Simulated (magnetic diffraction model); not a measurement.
## Which magnetic order? Sr2CrSbS6

Space group P4/n (no. 85, origin choice 1), a = 6.5300 Å, c = 19.4330 Å.

```csv
site,atom,x,y,z
2c,Sb,1/2,0,0.6279
2c,Sb,1/2,0,0.1283
4f,Sr,1/2,1/2,0.7528
2b,Sr,0,0,1/2
2a,Sr,0,0,0
2c,Cr,0,1/2,0.1270
2c,Cr,0,1/2,0.6282
8g,S,0.3009,0.2885,0.6253
8g,S,0.2918,0.2908,0.1268
2c,S,1/2,0,0.7498
2c,S,0,1/2,0.4974
2c,S,1/2,0,0.2491
2c,S,0,1/2,0.9997
```

The compound is invented for this exercise: a known structure type with other elements, its cell scaled to their sizes and not relaxed.

Only Cr is taken to order (form factors of Cr3+); orders and moment sizes are assumed, and not adapted to the symmetry. Radiation: neutrons of λ = 2.36 Å, 3° to 45°; isotropic B of 0.52 Å² (Sb), 0.59 Å² (Sr), 0.78 Å² (Cr) and 0.78 Å² (S). Simulated constant-wavelength pattern: nuclear and magnetic terms add, the magnetic one as |2.695 fm × Σ f S⊥ exp(2πi Q·r) exp(−B s²)|², summed over all Q at one angle with the factor 1/(sin²θ cos θ). For collinear order S is the moment m, which repeats by lattice and centring translations R with the sign exp(−2πi k·R). Free-ion form factors, Sears's scattering lengths of 1992, no absorption; a label names one of the reflections at its angle. The strongest nuclear line in the range is 100, and lines under 0.2 are left out.

Above the ordering temperature:

```tsv
2θ (°)	index	I
25.15	(1 0 2)	4.6
41.29	(1 1 4)	100.0
42.37	(2 0 0)	62.8
```

Below it (cell unchanged):

| 2θ (°) | I |
| --- | --- |
| 20.82 | 6.7 |
| 21.98 | 10.6 |
| 25.15 | 10.7 |
| 29.61 | 3.0 |
| 29.74 | 3.0 |
| 30.46 | 5.3 |
| 32.87 | 3.9 |
| 35.24 | 1.4 |
| 36.58 | 2.3 |
| 41.29 | 101.4 |
| 41.38 | 0.7 |
| 42.37 | 64.0 |
| 43.00 | 2.3 |
| 44.82 | 1.9 |

**Question.** Find the propagation vector, then choose among these models:
A. collinear moments along [111], 2.52 μB on Cr; signs + at (0, 1/2, 0.1270), + at (1/2, 0, 0.8730), − at (0, 1/2, 0.6282), + at (1/2, 0, 0.3718)
B. collinear moments along [001], 2.52 μB on Cr; signs + at (0, 1/2, 0.1270), + at (1/2, 0, 0.8730), − at (0, 1/2, 0.6282), + at (1/2, 0, 0.3718)
C. collinear moments along [001], 2.52 μB on Cr; signs + at (0, 1/2, 0.1270), + at (1/2, 0, 0.8730), + at (0, 1/2, 0.6282), + at (1/2, 0, 0.3718)
D. collinear moments along [111], 2.52 μB on Cr; signs + at (0, 1/2, 0.1270), + at (1/2, 0, 0.8730), + at (0, 1/2, 0.6282), + at (1/2, 0, 0.3718)

No line moves, and magnetic intensity falls on nuclear lines such as the one at 25.15°; new lines at (1 0 0), (1 0 1) and (1 1 0) have whole indices that obey the lattice centring, at places with no nuclear intensity to speak of, so the magnetic cell equals the chemical primitive cell: k = 0.

Magnetic intensity, observed (below minus above) and for each model:

| 2θ (°) | index | observed | A | B | C | D |
| --- | --- | --- | --- | --- | --- | --- |
| 6.96 | (0 0 1) | <0.2 | 6.1 | <0.2 | <0.2 | <0.2 |
| 20.82 | (1 0 0) | 6.7 | 6.1 | 6.7 | <0.2 | <0.2 |
| 21.98 | (1 0 1) | 10.6 | 9.9 | 10.6 | <0.2 | <0.2 |
| 25.15 | (1 0 2) | 6.1 | 6.0 | 6.1 | 24.2 | 24.0 |
| 29.61 | (1 1 0) | 3.0 | 2.7 | 3.0 | 12.0 | 10.9 |
| 30.46 | (1 1 1) | 5.3 | 4.9 | 5.3 | <0.2 | <0.2 |
| 32.87 | (1 1 2) | 3.8 | 3.6 | 3.8 | <0.2 | <0.2 |
| 41.29 | (1 1 4) | 1.4 | 1.5 | 1.4 | 5.4 | 5.8 |

Model B matches.

The absence at (0 0 1) is telling: Q lies along the moments there, so the part normal to Q vanishes.

The structure used: k = (0 0 0), collinear moments along [001], 2.52 μB on Cr; signs + at (0, 1/2, 0.1270), + at (1/2, 0, 0.8730), − at (0, 1/2, 0.6282), + at (1/2, 0, 0.3718).

[Logs are printed without paths, hosts, clocks, repeated set-up lines and the standing remarks that a program may print on its own settings, such as how far it seeks lower states.]
